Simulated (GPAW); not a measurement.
# Co3 Ru4 Co3 0001: which magnetic order is lowest, part 2 of 2

Does Co3 Ru4 Co3 0001 prefer parallel or opposed moments, or none?

GPAW 26.7.0; PBE; plane waves with GPAW's PAW setups, scalar-relativistic.

So far. Step 2 (Run 1 (ferro ++++++)): After 60 cycles the largest moment stands at 1.83 μB.

### Step 3. Run 2 (antiferro +++---)

An opposed order shows whether the pairs that it reverses prefer unlike signs.

Contents of order2.py:

```python
import json
import numpy as np
from ase import Atoms
from ase.parallel import paropen, parprint
from gpaw import GPAW

atoms = Atoms(['Co', 'Co', 'Co', 'Ru', 'Ru', 'Ru', 'Ru', 'Co', 'Co', 'Co'],
    cell=[[2.706, 0.0, 0.0],
         [-1.353, 2.343465, 0.0],
         [0.0, 0.0, 29.3305]],
    scaled_positions=[[0.0, 0.0, 0.204565],
         [0.333333, 0.666667, 0.264243],
         [0.0, 0.0, 0.323922],
         [0.333333, 0.666667, 0.390321],
         [0.0, 0.0, 0.46344],
         [0.333333, 0.666667, 0.53656],
         [0.0, 0.0, 0.609679],
         [0.333333, 0.666667, 0.676078],
         [0.0, 0.0, 0.735757],
         [0.333333, 0.666667, 0.795435]],
    pbc=True,
    magmoms=[1.8, 1.8, 1.8, 0.0, 0.0, 0.0, 0.0, -1.8, -1.8, -1.8])
atoms.calc = GPAW(mode={'name': 'pw', 'ecut': 450},
    xc='PBE',
    kpts={'size': (20, 20, 1), 'gamma': True},
    occupations={'name': 'fermi-dirac', 'width': 0.05},
    convergence={'density': 1e-05, 'energy': 1e-05},
    maxiter=250,
    mixer={'name': 'pulay', 'beta': 0.03, 'nmaxold': 8, 'weight': 100},
    symmetry={'tolerance': 1e-4},
    txt='order2.txt')
e = atoms.get_potential_energy(force_consistent=True)
res = {'free_energy': e, 'energy_sigma0': atoms.get_potential_energy(), 'fermi_energy': atoms.calc.get_fermi_level()}
res['moments'] = atoms.get_magnetic_moments().tolist()
res['total'] = atoms.get_magnetic_moment()
parprint('site moments (muB):', np.round(res['moments'], 3))
parprint(f"total moment: {res['total']:.3f} muB")
parprint(f'free energy: {e:.6f} eV')
atoms.calc.write('order2.gpw')
with paropen('results.json', 'w') as f:
    json.dump(res, f)
```

Started as:

```sh
> OMP_NUM_THREADS=1 mpirun -n 4 gpaw python order2.py > order2.log
```

The log of the run:

```text
site moments (muB): [ 1.826  1.724  1.356 -0.011 -0.052  0.052  0.011 -1.356 -1.724 -1.826]
total moment: 0.000 muB
free energy: -83.214749 eV

--- order2.txt ---
Input parameters:
  mode=PW(ecut=450),
  convergence={'density': 1e-05, 'energy': 1e-05},
  kpts=MonkhorstPack(size=(20, 20, 1), gamma=True),
  maxiter=250,
  mixer=Pulay(name='pulay', nmaxold=8, beta=0.03, weight=100, sigma=0.015, g_ss=None),
  occupations=Occupations(name='fermi-dirac', width=0.05),
  symmetry=Symmetry(tolerance=0.0001),
  xc=XC(name='PBE')

Diagonalizing LCAO Hamiltonian
Converting LCAO to pw mode

        Co

       Co

        Co

       Ru

        Ru

       Ru

        Ru

       Co

        Co

       Co

Atoms  # Å, Bohr magnetons
|   | symbol |         x |        y |         z |    initial magnetic moments |
|---|--------|-----------|----------|-----------|-----------------------------|
| 0 |     Co |  0.000000 | 0.000000 |  5.999994 | ( 0.0000,  0.0000,  1.8000) |
| 1 |     Co | -0.000001 | 1.562311 |  7.750379 | ( 0.0000,  0.0000,  1.8000) |
| 2 |     Co |  0.000000 | 0.000000 |  9.500794 | ( 0.0000,  0.0000,  1.8000) |
| 3 |     Ru | -0.000001 | 1.562311 | 11.448310 | ( 0.0000,  0.0000,  0.0000) |
| 4 |     Ru |  0.000000 | 0.000000 | 13.592927 | ( 0.0000,  0.0000,  0.0000) |
| 5 |     Ru | -0.000001 | 1.562311 | 15.737573 | ( 0.0000,  0.0000,  0.0000) |
| 6 |     Ru |  0.000000 | 0.000000 | 17.882190 | ( 0.0000,  0.0000,  0.0000) |
| 7 |     Co | -0.000001 | 1.562311 | 19.829706 | ( 0.0000,  0.0000, -1.8000) |
| 8 |     Co |  0.000000 | 0.000000 | 21.580121 | ( 0.0000,  0.0000, -1.8000) |
| 9 |     Co | -0.000001 | 1.562311 | 23.330506 | ( 0.0000,  0.0000, -1.8000) |

Unit cell  # Å
| periodic |         x |        y |         z |   lengths |     angles |
|----------|-----------|----------|-----------|-----------|------------|
|      yes |  2.706000 | 0.000000 |  0.000000 |  2.706000 |  90.000000 |
|      yes | -1.353000 | 2.343465 |  0.000000 |  2.706000 |  90.000000 |
|      yes |  0.000000 | 0.000000 | 29.330500 | 29.330500 | 119.999997 |

Number of symmetries: 6

BZ-sampling:
  Number of BZ points: 400
  Number of IBZ points: 44

  Monkhorst-Pack size: [20, 20, 1]
  Monkhorst-Pack shift: [0.025, 0.025, 0.0]

Plane wave coefficients: 4097
Cutoff: 450.000000 eV

Spin-components: 2 (collinear spins)
Bands:           75
Projectors:      60
Spin-degeneracy: 1
Datatype:        complex128

Parallelization:
  kpt:    4
  domain: 1
  band:   1

Density:
  Valence electrons: 118.0
  Components: 2
  Grid points: [ 14  14 144]
  Charge: 0.0  # |e|

Potential:
  Grid points: [ 14  14 144]

[... setups left out ...]
Reference energy: -720396.759366  # eV

eigensolver:
  PPCG
  Converge bands: occupied
  niter=2

density mixing:
  Pulay-Mixer
  Linear mixing parameters: 0.03
  Old densities: 8
  Fourier metric: weight=100, sigma=0.015

occupation numbers:
  Fermi-Dirac:
    width: 0.0500  # eV

poisson solver:
  ecut: 3600.000000  # eV

xc functional:
  name: PBE with 2 nearest neighbor stencil

convergence criteria:
- Maximum integral of absolute [dens]ity change: 1e-05 electrons / valence electron
- Maximum [total energy] change in last 3 cyles: 1e-05 eV / valence electron
- Maximum integral of absolute [eigenst]ate change: 4e-08 eV^2 / valence electron
maximum number of iterations: 250

SCF iterations
|iter     |      energy | eigst |  dens |  magmom |
|---------|-------------|-------|-------|---------|
|iter:   1|       0s | -100.496539 | +0.34 |       |  +0.0000|
|iter:   2|      12s | -252.224220 | +0.94 | -0.61 |  +0.0002|
|iter:   3|      24s |  -90.044550 | +0.08 | -0.40 |  -0.0001|
|iter:   4|      36s |  -86.163205 | -0.63 | -0.91 |  +0.0006|
|iter:   5|      48s |  -86.841537 | -1.52 | -1.07 |  -0.0050|
|iter:   6|      61s |  -85.511019 | -2.07 | -0.98 |  +0.0036|
|iter:   7|      73s |  -84.817312 | -1.71 | -1.11 |  +0.0030|
|iter:   8|      85s |  -84.088372 | -1.92 | -1.19 |  +0.0079|
|iter:   9|      97s |  -83.238275 | -1.62 | -1.27 |  +0.0095|
|iter:  10|     109s |  -83.139195 | -2.40 | -1.42 |  +0.0101|
[... 40 iterations left out ...]
|iter:  51|     573s |  -83.169405c| -7.97c| -4.35 |  +0.0001|
|iter:  52|     579s |  -83.169405c| -8.20c| -4.41 |  +0.0001|
|iter:  53|     585s |  -83.169406c| -8.02c| -4.41 |  +0.0001|
|iter:  54|     591s |  -83.169405c| -8.04c| -4.47 |  +0.0001|
|iter:  55|     597s |  -83.169406c| -8.29c| -4.56 |  +0.0001|
|iter:  56|     602s |  -83.169406c| -8.03c| -4.64 |  +0.0000|
|iter:  57|     608s |  -83.169406c| -8.28c| -4.76 |  +0.0000|
|iter:  58|     614s |  -83.169406c| -8.54c| -4.88 |  +0.0000|
|iter:  59|     620s |  -83.169406c| -8.60c| -4.94 |  +0.0000|
|iter:  60|     626s |  -83.169406c| -8.84c| -5.02c|  +0.0000|

Converged in 60 steps
Energy contributions relative to reference atoms: (reference = -720396.759366)

Energy contributions:
  Kinetic:          43.414029
  Coulomb:         -48.849621
  Zero:              0.750028
  External:          0.000000
  Xc:              -78.438500
  Entropy:          -0.090685
  Spinorbit:         0.000000
  ----------------------------
  Free energy:     -83.214749
  Extrapolated:    -83.169406

dipole moment: (-32.890834, -28.163814, -0.000095)  # |e|*Ang

Total magnetic moment: (0.000000, 0.000000, 0.000032)

Local magnetic moments
|        x |        y |         z |
|----------|----------|-----------|
| 0.000000 | 0.000000 |  1.826090 |  # Co   0
| 0.000000 | 0.000000 |  1.724403 |  # Co   1
| 0.000000 | 0.000000 |  1.355976 |  # Co   2
| 0.000000 | 0.000000 | -0.011142 |  # Ru   3
| 0.000000 | 0.000000 | -0.052046 |  # Ru   4
| 0.000000 | 0.000000 |  0.052040 |  # Ru   5
| 0.000000 | 0.000000 |  0.011144 |  # Ru   6
| 0.000000 | 0.000000 | -1.355941 |  # Co   7
| 0.000000 | 0.000000 | -1.724399 |  # Co   8
| 0.000000 | 0.000000 | -1.826088 |  # Co   9

Fermi level: 6.126
Eigenvalues  # (at kpt = [-0.000, -0.000, 0.000])
| band index |      eig [eV] | occ [0-1] |      eig [eV] | occ [0-1] |
|------------|---------------|-----------|---------------|-----------|
|          0 |       -66.989 |     1.000 |       -66.989 |     1.000 |
|        ... |               |           |               |           |
|         56 |         5.370 |     1.000 |         5.370 |     1.000 |
|         57 |         5.370 |     1.000 |         5.370 |     1.000 |
|         58 |         5.507 |     1.000 |         5.507 |     1.000 |
|         59 |         5.507 |     1.000 |         5.507 |     1.000 |
|         60 |         5.645 |     1.000 |         5.645 |     1.000 |
|         61 |         5.834 |     0.997 |         5.834 |     0.997 |
|         62 |         5.834 |     0.997 |         5.834 |     0.997 |
|         63 |         6.071 |     0.749 |         6.071 |     0.749 |
|         64 |         6.374 |     0.007 |         6.374 |     0.007 |
|         65 |         6.382 |     0.006 |         6.382 |     0.006 |
|         66 |         6.382 |     0.006 |         6.382 |     0.006 |
|         67 |         6.758 |     0.000 |         6.758 |     0.000 |
|         68 |         6.758 |     0.000 |         6.758 |     0.000 |
|         69 |         7.106 |     0.000 |         7.106 |     0.000 |
|         70 |         7.107 |     0.000 |         7.106 |     0.000 |
|         71 |         7.108 |     0.000 |         7.108 |     0.000 |
|        ... |               |           |               |           |
|         74 |         7.467 |     0.000 |         7.286 |     0.000 |

No gap
No difference between direct/indirect transitions
```

It took 11 min on 4 MPI ranks of Arm Neoverse V1, shared host; peak memory 1.4 GiB.

Spin moment in the augmentation sphere by atom:

```
atom  spin moment in the augmentation sphere (μB)
 Co1                                         1.83
 Co2                                         1.72
 Co3                                         1.36
 Ru4                                        -0.01
 Ru5                                        -0.05
 Ru6                                         0.05
 Ru7                                         0.01
 Co8                                        -1.36
 Co9                                        -1.72
Co10                                        -1.83
```

Numbers from this step:

| Quantity | Value |
| --- | --- |
| magnetization | 0 μB |
| final state | antiferromagnetic |

It lies 2.14 meV a seeded atom under the first start, and its largest moment is 1.83 μB against 1.83 μB.

### Step 4. Run 3 (no spin polarisation)

A run without seeds gives the zero against which the gain from the moments is read.

nospin.py is the script of step 3 with these lines changed:

```diff
@@ -20,4 +20,3 @@
          [0.333333, 0.666667, 0.795435]],
-    pbc=True,
-    magmoms=[1.8, 1.8, 1.8, 0.0, 0.0, 0.0, 0.0, -1.8, -1.8, -1.8])
+    pbc=True)
 atoms.calc = GPAW(mode={'name': 'pw', 'ecut': 450},
@@ -30,11 +29,7 @@
     symmetry={'tolerance': 1e-4},
-    txt='order2.txt')
+    txt='nospin.txt')
 e = atoms.get_potential_energy(force_consistent=True)
 res = {'free_energy': e, 'energy_sigma0': atoms.get_potential_energy(), 'fermi_energy': atoms.calc.get_fermi_level()}
-res['moments'] = atoms.get_magnetic_moments().tolist()
-res['total'] = atoms.get_magnetic_moment()
-parprint('site moments (muB):', np.round(res['moments'], 3))
-parprint(f"total moment: {res['total']:.3f} muB")
 parprint(f'free energy: {e:.6f} eV')
-atoms.calc.write('order2.gpw')
+atoms.calc.write('nospin.gpw')
 with paropen('results.json', 'w') as f:
```

Started as:

```sh
> OMP_NUM_THREADS=1 mpirun -n 4 gpaw python nospin.py > nospin.log
```

The log of the run:

```text
free energy: -81.705547 eV

--- nospin.txt ---
Input parameters:
  mode=PW(ecut=450),
  convergence={'density': 1e-05, 'energy': 1e-05},
  kpts=MonkhorstPack(size=(20, 20, 1), gamma=True),
  maxiter=250,
  mixer=Pulay(name='pulay', nmaxold=8, beta=0.03, weight=100, sigma=0.015, g_ss=None),
  occupations=Occupations(name='fermi-dirac', width=0.05),
  symmetry=Symmetry(tolerance=0.0001),
  xc=XC(name='PBE')

[...]
|        ... |               |           |
|         56 |         5.038 |     2.000 |
|         57 |         5.300 |     2.000 |
|         58 |         5.300 |     2.000 |
|         59 |         5.440 |     2.000 |
[...]
|         69 |         6.326 |     0.001 |
|         70 |         6.326 |     0.001 |
|         71 |         6.819 |     0.000 |
|        ... |               |           |
|         74 |         7.055 |     0.000 |

No gap
No difference between direct/indirect transitions

[key lines of the parts left out:]
Free energy:     -81.705547
Converged in 56 steps
dipole moment: (-32.864983, -28.193400, -0.000092)  # |e|*Ang
Fermi level: 5.920
```

Wall time 5.4 min (4 MPI ranks); peak memory 1.1 GiB.

This step gave:

```
final state : non-magnetic (no spin polarisation)
```

It lies 249 meV a seeded atom over the first start.

### Step 5. Energies of the orders

Energies are divided by the number of seeded atoms, so that cells of unlike size compare.

Orders:

```
               start        final state  typed order kept  energy over the lowest (meV a seeded atom)  largest site moment (μB)  net moment (μB a primitive cell)  mesh matched  CPU time (s)
        ferro ++++++      ferromagnetic               yes                                        2.14                     1.828                             9.466           yes          2762
    antiferro +++---  antiferromagnetic               yes                                           0                     1.826                                 0           yes          2597
no spin polarisation       non-magnetic                 -                                       251.5                         0                                 0           yes          1291
```

### Step 6. Outcome

| Item | Value |
| --- | --- |
| lowest state found | antiferromagnetic (typed antiferro +++---) |
| largest site moment | 1.83 μB |
| next state | ferromagnetic, 2.14 meV a seeded atom higher |
| energy gained by spin polarisation | 252 meV a seeded atom |

The lowest state found is antiferromagnetic, reached from the start antiferro +++---, with moments up to 1.83 μB. The two lowest states lie so close that the mesh, the functional or spin–orbit coupling could swap them. This is the lowest of 3 finished starts, no proof of the ground state.

[Long decimals in the printed logs are rounded to 6 places.]

[Logs and program files are shortened in this print: banners, set-up blocks, solver, clock and traceback lines can be left out without a mark of their own.]

[Logs are printed without paths, hosts, clocks, repeated set-up lines and the standing remarks that a program may print on its own settings, such as how far it seeks lower states.]

[Hosts, paths, dates, database ids (printed as entryN), source tags and the programs' standing remarks are cut or masked in the printed files.]

[Where the starting crystal was built by hand or by swapping elements, it need not be the compound's stable phase.]

[Where a cell is said to come from a database of computed structures, the database is the Materials Project.]

[Runs that the program refused, that were killed for memory or that had too few empty states are not shown or counted.]

[Lattice constants of own cells that a recipe calls measured were typed without a cited source.]
